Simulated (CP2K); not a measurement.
Consider 3-methylthiophene at its PBE geometry (Å).

```xyz
12

C    -1.7294   -0.2209    0.0701
C    -0.2628    0.1019   -0.0008
C     0.7775   -0.8778    0.0586
C     2.0381   -0.3351   -0.0280
S     1.9742    1.3748   -0.1821
C     0.2551    1.3739   -0.1308
H    -2.3422    0.6833   -0.0295
H    -2.0223   -0.9168   -0.7295
H    -1.9871   -0.6995    1.0263
H     0.5951   -1.9466    0.1596
H     2.9954   -0.8469   -0.0128
H    -0.2916    2.3097   -0.2011
```

Method: CP2K XAS_TDP, all-electron GAPW, PBEh(45%), aug-cc-pVDZ, TDA, GW2X-corrected core level, ZORA, spin–orbit coupling.

Where do the S L₂,₃-edge lines lie, and how strong are they?

Leading lines: S5 167.55 eV. The leading line of an atom is its first one with 35 % of the strongest within 2.5 eV of its lowest line over the strength cut. Core ionisation energies at this level: S5 170.97/171.07/172.12 eV; the 2p½ level lies 1.10 eV above the 2p3/2 pair.

The first six lines of each atom with a strength over 0.0003:

```csv
atom,energy (eV),states,"strength, one atom",above the computed threshold
S5 (bonded to 2 C),167.39,2,0.0005,
,167.55,1,0.0019,
,167.85,1,0.0020,
,168.60,2,0.0016,
,168.94,1,0.0040,
,169.43,1,0.0047,
```

Lines are vertical, at one geometry, with no vibrational structure. GW2X ionisation energies and lines can be off by 1 to 2 eV either way, and a good line position may hide errors that cancel. Rydberg lines, and the discretised continuum above threshold, depend on the basis and the box.

[Banner, clock and machine lines of the logs are left out without a mark of their own.]

[Logs are printed without paths, hosts, clocks, repeated set-up lines and the standing remarks that a program may print on its own settings, such as how far it seeks lower states.]

[Hosts, paths, dates, database ids (printed as entryN), source tags and the programs' standing remarks are cut or masked in the printed files.]
